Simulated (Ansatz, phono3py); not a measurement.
## Heat carried by phonons in SrCl2 (Fm-3m)

Wanted: κ(T), lifetimes and mean free paths for SrCl2.

Experimental results on record:
- thermal conductivity 2.3 W/m/K near room temperature (given in “Predicting the lattice thermal conductivity of solids by solving the Boltzmann transport equation: AFLOW - AAPL an automated, accurate and efficient framework”, 2017, arXiv:1611.05481)

Program: Ansatz 0.2.0. Level of theory: DFT RPBE, scalar-relativistic, plane waves, PAW. Results are calculated unless marked as measured.

This is a report of a sequence of runs, with most program output left out.

## 1. The starting structure

Symmetry: Fm-3m, No. 225, cubic system. The conventional cell has a = 6.977 Å, b = 6.977 Å, c = 6.977 Å, α = 90.00°, β = 90.00°, γ = 90.00°. Sr has 8 Cl at 3.02 Å nearest. Nearest to Cl lie 4 Sr at 3.02 Å. Farther neighbours and most contacts between anions are not listed.

## 2. A first coarse run

A cheap single point shows whether the cell is a metal or an insulator and how far it is from rest; that sets the k-mesh and the occupations of what follows.

File input.yaml:

```yaml
crystal:
  lattice:
    - [0.0, 3.48835, 3.48835]
    - [3.48835, 0.0, 3.48835]
    - [3.48835, 3.48835, 0.0]
  atoms:
    - { symbol: Sr, position: [0.0, 0.0, 0.0] }
    - { symbol: Cl, position: [0.25, 0.25, 0.25] }
    - { symbol: Cl, position: [0.75, 0.75, 0.75] }
kpoints:
  mp_grid: { grid: [4, 4, 4] }
hamiltonian:
  xc: rpbe
scf:
  occupations: { method: gaussian, width: 0.1 }
output:
  forces: true
  stress: true
  eigenvalues: true
```

Started as:

```sh
$ ansatz run input.yaml --threads 4 --pin off --max-ram 16384MiB --backend cpu --events-out ev --progress --plain --runs-dir out
```

It took 0.46 s on 4 threads of Arm Neoverse V1, shared host; peak memory 0.31 GiB.

A gap read on the k-mesh alone can miss the band edges.

This step gave:

```yaml
pressure: 2.986 GPa
gap_on_the_k_mesh: 5.677 eV
volume_per_atom: 28.30 Å³
```

The start is under 3.0 GPa at this level and looks like an insulator or semiconductor on this mesh.

## 3. Finding the static equilibrium

Phonons are second derivatives about a minimum, so cell and atoms are relaxed first, inside the symmetry of the start.

input.yaml, the sections that differ from step 2:

```yaml
kpoints:
  mp_grid: { grid: [6, 6, 6] }
scf:
  occupations: { method: gaussian, width: 0.02 }
relax:
  adjacent_minimum: "off"
  f_tol: 0.005
  max_steps: 80
  cell: { stress_tol: 0.05 }
# crystal, hamiltonian, output: as in step 2
```

The job ended after 2.2 s (4 threads; peak memory 0.35 GiB).

Step by step:

```tsv
step	energy less that of the first step (eV)	largest force component (eV/Å)	pressure (GPa)	volume (Å³)
1	0.0000	0.0000	2.99	84.90
2	-0.0658	0.0000	0.22	91.89
3	-0.0663	0.0000	0.03	92.51
4*	-0.0665	0.0000	0.03	92.51
```

Relaxation steps marked * repeat the geometry before them on a plane-wave basis chosen anew for their cell, so energy and pressure can jump there.

Forces are held to the 48 operations that the run works with; a distortion that breaks them can't arise in this run.

```tsv
conventional cell, symmetrised	before	after	change
a (Å)	6.977	7.179	+2.9 %
b (Å)	6.977	7.179	+2.9 %
c (Å)	6.977	7.179	+2.9 %
volume (Å³/atom)	28.30	30.84	+9.0 %
```

Final coordinates:

```xyz
3
Lattice="0.0000 3.5896 3.5896 3.5896 0.0000 3.5896 3.5896 3.5896 0.0000" Properties=species:S:1:pos:R:3 pbc="T T T"
Sr    0.0000    0.0000    0.0000
Cl    1.7948    1.7948    1.7948
Cl    5.3844    5.3844    5.3844
```

Numbers from this step:

- pressure: 0.03436 GPa
- gap on the k-mesh: 5.337 eV
- volume per atom: 30.84 Å³

The relaxation ends with a pressure of 0.03 GPa.

## 4. A second relaxation

The relaxation is run once more from where the first one ended, as the script does after a large change of volume or of the gap, with mesh and occupations reviewed.

input.yaml, the sections that differ from step 3:

```yaml
crystal:
  lattice:
    - [0.0, 3.5896033261, 3.5896033261]
    - [3.5896033261, 0.0, 3.5896033261]
    - [3.5896033261, 3.5896033261, 0.0]
  atoms:
    - { symbol: Sr, position: [0.0, 0.0, 0.0] }
    - { symbol: Cl, position: [0.25, 0.25, 0.25] }
    - { symbol: Cl, position: [0.75, 0.75, 0.75] }
output:
  forces: true
  stress: true
  eigenvalues: true
  write_density: true
  write_potential: true
  elf: true
  volumetric_format: npy
# kpoints, hamiltonian, scf, relax: as in step 3
```

Run time: 1.3 s. Hardware: 4 threads; peak memory 0.35 GiB; 4.4 s of CPU time.

Little changed from the start: no atom moved by 0.005 Å and no cell edge by 0.1 %.

Electrostatic potential energy in the ac plane of a cell with a along [110], b along [-110] and c along [001] of the cube at fractional y = 0.000, with atoms of Sr and Cl within 0.2 Å of it. With pseudopotentials it is smooth inside the atoms' cores, unlike the true potential.

Ten even steps from '_' (-71 eV) to '@' (9 eV), each cell a mean:
```
____++%%@@@@@@@@@@@@@@%%++______::##@@@@@@@@@@@@@@@@##::__
::==##%%@@@@@@@@@@@@@@%%##==::::**%%@@@@@@@@@@@@@@@@%%**::
##%%%%@@@@@@%%##%%@@@@@@%%%%####%%@@@@@@%%####%%@@@@@@%%##
%%@@@@@@@@##==--==##@@@@@@@@%%@@@@@@@@%%**====**%%@@@@@@@@
@@@@@@@@@@**--::--**@@@@@@@@@@@@@@@@@@%%==::::==%%@@@@@@@@
@@@@@@@@@@**--::--**@@@@@@@@@@@@@@@@@@%%==----++%%@@@@@@@@
@@@@@@@@@@%%**++**%%@@@@@@@@@@@@@@@@@@@@##++++##@@@@@@@@@@
@@@@@@@@@@@@@@%%@@@@@@@@@@@@@@@@@@@@@@@@@@%%%%@@@@@@@@@@@@
@@@@@@@@@@@@@@@@@@@@@@@@@@@@@@@@@@@@@@@@@@@@@@@@@@@@@@@@@@
@@@@@@@@@@@@@@@@@@@@@@@@@@@@@@@@@@@@@@@@@@@@@@@@@@@@@@@@@@
@@@@@@@@@@@@@@@@@@@@@@@@@@@@@@@@@@@@@@@@@@@@@@@@@@@@@@@@@@
@@@@@@@@@@@@@@@@@@@@@@@@@@@@@@@@@@@@@@@@@@@@@@@@@@@@@@@@@@
@@@@@@@@@@@@%%##%%@@@@@@@@@@@@@@@@@@@@@@%%####%%@@@@@@@@@@
@@@@@@@@@@##==--==##@@@@@@@@@@@@@@@@@@%%**====**%%@@@@@@@@
@@@@@@@@@@**--::--**@@@@@@@@@@@@@@@@@@%%==::::==%%@@@@@@@@
@@@@@@@@@@**--::--**@@@@@@@@@@@@@@@@@@%%==----++%%@@@@@@@@
%%%%@@@@@@%%**++**%%@@@@@@%%%%%%%%@@@@@@##++++##@@@@@@%%%%
++**%%@@@@@@@@%%@@@@@@@@%%**++**##%%@@@@@@%%%%@@@@@@%%##++
__::**%%@@@@@@@@@@@@@@%%**..____==%%@@@@@@@@@@@@@@@@%%==__
____++%%@@@@@@@@@@@@@@%%++______..##@@@@@@@@@@@@@@%%##..__
```
Columns run along a (10.2 Å; values clipped at the 3rd and 97th percentile), rows up along c (7.2 Å), edges of the conventional cell, whose origin can differ from the input's. Atoms in or near the plane, at fractional coordinates: Sr at (0.00, 0.00), Sr at (0.50, 0.00), Cl at (0.25, 0.25), Cl at (0.75, 0.25), Cl at (0.25, 0.75), Cl at (0.75, 0.75).

Valence density in the ac plane of a cell with a along [110], b along [-110] and c along [001] of the cube at fractional y = 0.000, with atoms of Sr and Cl within 0.2 Å of it. It is the smooth field of the valence electrons, not physical close to the nuclei.

Ten even steps from '_' (0.0 e/Å³) to '@' (2.6 e/Å³), each cell a mean:
```
%%@@==..______________..==@@%%@@##::________________::##@@
%%++::______......______::++%%##==..______....______..==##
::..______..--==--..______..::::..____..::----::..____..::
________..--******--..________________::++****++::________
________..++++..++++..______________..--**::::**--..______
________..==++--++==..________________--**====**::________
__________::++++++::__________________..==++++--..________
__________....::....____________________..::::..__________
__________________________________________________________
__________________________________________________________
__________________________________________________________
____________....__________________________....____________
__________..--==--..__________________..::----::..________
________..--******--..________________::++****++::________
________..++++..++++..______________..--**::::**--________
________..==**--**==..________________--**====**--________
________..::++++++::..________________..==++++==..________
==--..____..::::....____..--====::______..::::..______::==
@@%%--__________________--%%@@@@++..________________..++@@
**@@++..______________..++@@**%%%%::________________::%%%%
```
Columns run along a (10.2 Å), rows up along c (7.2 Å), edges of the conventional cell, whose origin can differ from the input's. Atoms in or near the plane, at fractional coordinates: Sr at (0.00, 0.00), Sr at (0.50, 0.00), Cl at (0.25, 0.25), Cl at (0.75, 0.25), Cl at (0.25, 0.75), Cl at (0.75, 0.75).

ELF in the ac plane of a cell with a along [110], b along [-110] and c along [001] of the cube at fractional y = 0.000, with atoms of Sr and Cl within 0.2 Å of it. It is the smooth field of the valence electrons, not physical close to the nuclei.

Ten even steps from '_' (0.00) to '@' (0.87), each cell a mean:
```
==%%@@==__..::::::..__==@@%%==**@@##..__..::::..__..##@@++
@@@@##..::++##%%##++::::##@@@@@@@@==..--########==..==%%@@
%%**::..++@@@@@@@@@@++..::**%%##==..--%%@@@@@@@@##--..==##
::..__--%%@@@@%%@@@@%%--__..::..__..**@@@@%%%%@@@@**..__::
____..**@@@@##==##@@@@++..________--%%@@@@++++@@@@%%--____
____..**@@@@##**%%@@@@**..________==%%@@@@****@@@@%%--____
____..++%%@@@@@@@@@@%%++..________--**@@@@@@@@@@@@**--____
______--**%%@@@@@@%%**--__________..==##%%@@@@%%##==..____
______..::==++++++==::______________..--==++++==--..______
______________..__________________________..______________
__________..::::::....________________..::::::::..________
______..==**##%%##**==::__________..--++########++--..____
____..==##@@@@@@@@@@##==..________::++%%@@@@@@@@%%++::____
____..++%%@@@@%%@@@@%%++..________--##@@@@%%%%@@@@##--____
____..**@@@@##==##@@@@**..________==%%@@%%++++%%@@%%--____
____..++@@@@%%**%%@@@@++__________::##@@@@****@@@@##::____
++--..::##@@@@@@@@@@##::..--++==::..++@@@@@@@@@@@@++....==
@@%%==..==%%@@@@@@%%--..==%%@@@@##::::**%%@@@@%%**..::##@@
##@@%%--..--++++++--..--%%@@##%%@@**..::==++++==....**@@%%
..##@@++______..______++@@##..==@@##::____..______::%%@@==
```
Columns run along a (10.2 Å), rows up along c (7.2 Å), edges of the conventional cell, whose origin can differ from the input's. Atoms in or near the plane, at fractional coordinates: Sr at (0.00, 0.00), Sr at (0.50, 0.00), Cl at (0.25, 0.25), Cl at (0.75, 0.25), Cl at (0.25, 0.75), Cl at (0.75, 0.75).

## 5. Tight relaxation

The thresholds are tightened for a last relaxation ahead of the phonons, and where mesh or smearing change with them the cell follows.

input.yaml, the sections that differ from step 4:

```yaml
scf:
  occupations: { method: fixed }
output:
  forces: true
  stress: true
  eigenvalues: true
relax:
  adjacent_minimum: "off"
  f_tol: 0.001
  max_steps: 60
  cell: { stress_tol: 0.01 }
# crystal, kpoints, hamiltonian: as in step 4
```

Elapsed: 1.8 s, on 4 threads; peak memory 0.35 GiB; 5.9 s of CPU time.

Little changed from the start: no atom moved by 0.005 Å and no cell edge by 0.1 %.

This step gave:

```yaml
pressure: 0.007216 GPa
gap_on_the_k_mesh: 5.333 eV
volume_per_atom: 30.86 Å³
```

The residual pressure is 0.0072 GPa, small enough for phonons.

## 6. An input with a fault

This input was changed on purpose, to see how the program answers.

File input.yaml:

```yaml
crystal:
  lattice:
    - [0.0, 3.5907492451, 3.5907492451]
    - [3.5907492451, 0.0, 3.5907492451]
    - [3.5907492451, 3.5907492451, 0.0]
  atoms:
    - { symbol: Sr, position: [0.0, 0.0, 0.0] }
    - { symbol: Cl, position: [0.25, 0.25, 0.25] }
    - { symbol: Cl, position: [0.75, 0.75, 0.75] }
kpoints:
  mp_grid: { grid: [4, 4, 4] }
hamiltonian:
  xc: rpbe
scf:
  occupations: { method: fixed }
  max_iter: 50
output:
  eigenvalues: true
phonons:
  supercell: [2, 2, 2]
  dielectric: false
  lattice_thermal_conductivity:
    qmesh: [7, 7, 7]
    temperatures: [300]
    isotope_mass_variance:
      - { species: Cl, variance: 0.0005827 }
      - { species: Sr, variance: 6.1e-05 }
```

It took 0.02 s on 4 threads; peak memory 0.031 GiB.

The program refused the input before any cycle.

The program's message: “Error: invalid value for `phonons.lattice_thermal_conductivity`: set without third_order — the Boltzmann solve scatters phonons through the third-order force constants, which that block's batch comput …”

The fault put into the input: a conductivity without third-order constants.

## 7. Stability check by linear response

Third-order constants cost many supercell runs, so a linear-response run first checks that the crystal is harmonically stable.

input.yaml, the sections that differ from step 6:

```yaml
scf:
  occupations: { method: fixed }
phonons:
  method: dfpt
  dielectric: true
  rigid_motions: translations
  qmesh: [2, 2, 2]
  temperatures: { t_max: 1000, t_step: 50 }
  qpath:
    path:
      - [[0.0, 0.0, 0.0], [0.5, 0.0, 0.5], [0.625, 0.25, 0.625]]
      - [[0.375, 0.375, 0.75], [0.0, 0.0, 0.0], [0.5, 0.5, 0.5], [0.5, 0.25, 0.75], [0.5, 0.0, 0.5]]
    npoints: 10
# crystal, kpoints, hamiltonian, output: as in step 6
```

Wall time 16 s (4 threads); peak memory 0.55 GiB; 58 s of CPU time.

This step gave:

| Item | Value |
| --- | --- |
| lowest frequency on the path | 0 cm⁻¹ |
| zero-point energy | 0.06398 eV/cell |
| point group | m-3m |
| highest frequency | 206.4 cm⁻¹ |
| Debye temperature from the second moment | 228 K |

LO-TO term included. Phonon branches along the path, in cm⁻¹:

```tsv
point	branch 1	branch 2	branch 3	branch 4	branch 5	branch 6	branch 7	branch 8	branch 9
Γ	0	0	0	107	107	159	159	159	206
halfway	38	38	94	95	95	118	164	164	201
X	39	67	67	73	73	137	166	166	192
halfway	44	67	73	78	80	132	164	165	190
U	55	68	87	90	96	119	158	164	185
jump to K	55	68	87	90	96	119	158	164	185
halfway	46	57	81	95	125	138	143	166	186
Γ	0	0	0	107	107	159	159	159	206
halfway	45	45	67	112	112	151	151	155	189
L	59	59	104	130	130	134	134	156	160
halfway	64	80	87	97	110	133	136	171	173
W	59	65	70	104	104	131	131	178	180
halfway	48	68	71	79	95	128	157	169	188
X	39	67	67	73	73	137	166	166	192
```

The phonon density of states has structure finer than the step of the table below, so its rows give means over 10 cm⁻¹, whole bins alone (the curve runs from 1 to 207 cm⁻¹). Peaks (cm⁻¹: height): 65.0: 0.125, 91.0: 0.104, 109.0: 0.0947, 117.0: 0.0699, 165.0: 0.116.

Tetrahedra on 16 16 16, mean over bins of 2 cm⁻¹. Phonon density of states against wavenumber; means over each step:

```tsv
wavenumber (cm⁻¹)	phonon density of states (1/cm⁻¹/cell)
10	6.5e-4
20	0.00303
30	0.00745
40	0.0155
50	0.0336
60	0.0847
70	0.0754
80	0.0396
90	0.0729
100	0.0753
110	0.0738
120	0.0608
130	0.0436
140	0.0410
150	0.0403
160	0.0740
170	0.0697
180	0.0450
190	0.0327
200	0.0107
```

Lowest modes at the softest wavevector of the mesh; phase exp(i q.(R + tau)). Modes at q = (0.500, 0.500, 0.000), with each element's share of the kinetic energy:

```tsv
mode	frequency (cm⁻¹)	Sr %	Cl %
1	39.3	0	100
2	66.8	98	2
3	66.8	98	2
4	73.0	0	100
5	73.0	0	100
6	137.0	100	0
```

Displacements in mode 1 (39.3 cm⁻¹), the largest set to 1, in the home cell:
```
Sr1  0.00  0.00  0.00
Cl2  0.00  0.00 -1.00
Cl3  0.00  0.00 -1.00
```

Displacements in mode 6 (137.0 cm⁻¹), the largest set to 1, in the home cell:
```
Sr1 0.00 0.00 1.00
Cl2 0.00 0.00 0.00
Cl3 0.00 0.00 0.00
```

Born charge (rows field, columns displacement) (e), principal values of the symmetric part by kind of site:

```tsv
atom	atoms with these values	low	middle	high	mean
Sr1	1	2.51	2.51	2.51	2.51
Cl2	2	-1.26	-1.26	-1.26	-1.26
```

In full for Cl2:

```
-1.26  0.00  0.00
 0.00 -1.26  0.00
 0.00  0.00 -1.26
```

ε∞:

```
2.75 0.00 0.00
0.00 2.75 0.00
0.00 0.00 2.75
```

Transverse modes. Lines of the infrared spectrum (strongest = 100):

```tsv
position (cm⁻¹)	label	IR intensity ((D/A)^2/amu), degenerate modes summed, relative
107	T1u	100
159	T2g	0.0
```

Harmonic. Thermo, by row:

```tsv
T (K)	F_vib (meV/atom)	S (J/mol-atom/K)	C_V (J/mol-atom/K)
0	21.33	0	0
50	20.27	6.438	11.62
100	13.98	17.5	19.68
150	2.59	26.06	22.33
200	-12.69	32.65	23.41
250	-31.03	37.94	23.94
300	-51.86	42.34	24.24
350	-74.79	46.09	24.42
400	-99.54	49.35	24.54
450	-125.9	52.25	24.62
500	-153.6	54.85	24.68
550	-182.7	57.2	24.73
600	-212.9	59.36	24.76
650	-244.2	61.34	24.79
700	-276.4	63.18	24.81
750	-309.6	64.89	24.83
800	-343.7	66.49	24.84
850	-378.5	68	24.85
900	-414.1	69.42	24.86
950	-450.5	70.76	24.87
1000	-487.5	72.04	24.88
```

No mode is imaginary beyond numerical noise at the solved wavevectors.

## 8. A cheap rung

A small supercell and a short cutoff cost little, and show how far such settings carry.

input.yaml, the sections that differ from step 7:

```yaml
phonons:
  method: fd
  dielectric: true
  qmesh: [4, 4, 4]
  temperatures: { t_max: 1000, t_step: 50 }
  qpath:
    path:
      - [[0.0, 0.0, 0.0], [0.5, 0.0, 0.5], [0.625, 0.25, 0.625]]
      - [[0.375, 0.375, 0.75], [0.0, 0.0, 0.0], [0.5, 0.5, 0.5], [0.5, 0.25, 0.75], [0.5, 0.0, 0.5]]
    npoints: 10
  third_order: { supercell: [2, 2, 2], pair_cutoff: 3.26 }
  lattice_thermal_conductivity:
    qmesh: [9, 9, 9]
    temperatures: [50.0, 100.0, 150.0, 200.0, 300.0, 400.0, 500.0, 600.0, 800.0]
    isotope_mass_variance:
      - { species: Cl, variance: 0.0005827 }
      - { species: Sr, variance: 6.1e-05 }
# crystal, kpoints, hamiltonian, scf, output: as in step 7
```

Run time: 3.6 min. Hardware: 4 threads; peak memory 2.2 GiB.

Numbers from this step:

```yaml
zero_point_energy: 0.06378 eV/cell
highest_frequency: 206.5 cm⁻¹
kappa_at_300_k_relaxation_time: 1.311 W/m/K
kappa_at_300_k_full_solution: 1.314 W/m/K
dipole_term: run
mean_free_path_at_half_of_kappa: 3.79 nm
share_of_kappa_above_the_three_lowest_branches: 0.252
third_order_blocks: 51
periodic_aliases_dropped: 0
largest_relative_sum_rule_correction: 0.1174
displaced_cells_third_order: 21
```

W/m/K. Kappa, by row:

```tsv
T (K)	RTA xx	RTA yy	RTA zz	full xx	full yy	full zz	coherence part xx	coherence part yy	coherence part zz	ending	iterations	least Ritz value
50	7.457	7.457	7.457	7.498	7.498	7.498	0.1198	0.1198	0.1198	converged	6	0.767
100	3.485	3.485	3.485	3.496	3.496	3.496	0.1943	0.1943	0.1943	converged	6	0.779
150	2.384	2.384	2.384	2.39	2.39	2.39	0.218	0.218	0.218	converged	6	0.781
200	1.847	1.847	1.847	1.851	1.851	1.851	0.2271	0.2271	0.2271	converged	6	0.781
300	1.311	1.311	1.311	1.314	1.314	1.314	0.2327	0.2327	0.2327	converged	6	0.781
400	1.041	1.041	1.041	1.043	1.043	1.043	0.2324	0.2324	0.2324	converged	6	0.781
500	0.8771	0.8771	0.8771	0.8783	0.8783	0.8783	0.2299	0.2299	0.2299	converged	6	0.781
600	0.7658	0.7658	0.7658	0.7667	0.7667	0.7667	0.2263	0.2263	0.2263	converged	6	0.781
800	0.6228	0.6228	0.6228	0.6235	0.6235	0.6235	0.2181	0.2181	0.2181	converged	6	0.781
```

This rung gives 1.31 W/(m K) at 300 K by relaxation time, but with 24 atoms, 1 neighbour distance inside the cutoff and a 9×9×9 mesh it is a test, not the conductivity of the crystal.

(Continued in part 2 of 2.)

[Logs are printed without paths, hosts, clocks, repeated set-up lines and the standing remarks that a program may print on its own settings, such as how far it seeks lower states.]

[Hosts, paths, dates, database ids (printed as entryN), source tags and the programs' standing remarks are cut or masked in the printed files.]

[A step with changed settings may run another functional than the one named; its input shows which.]
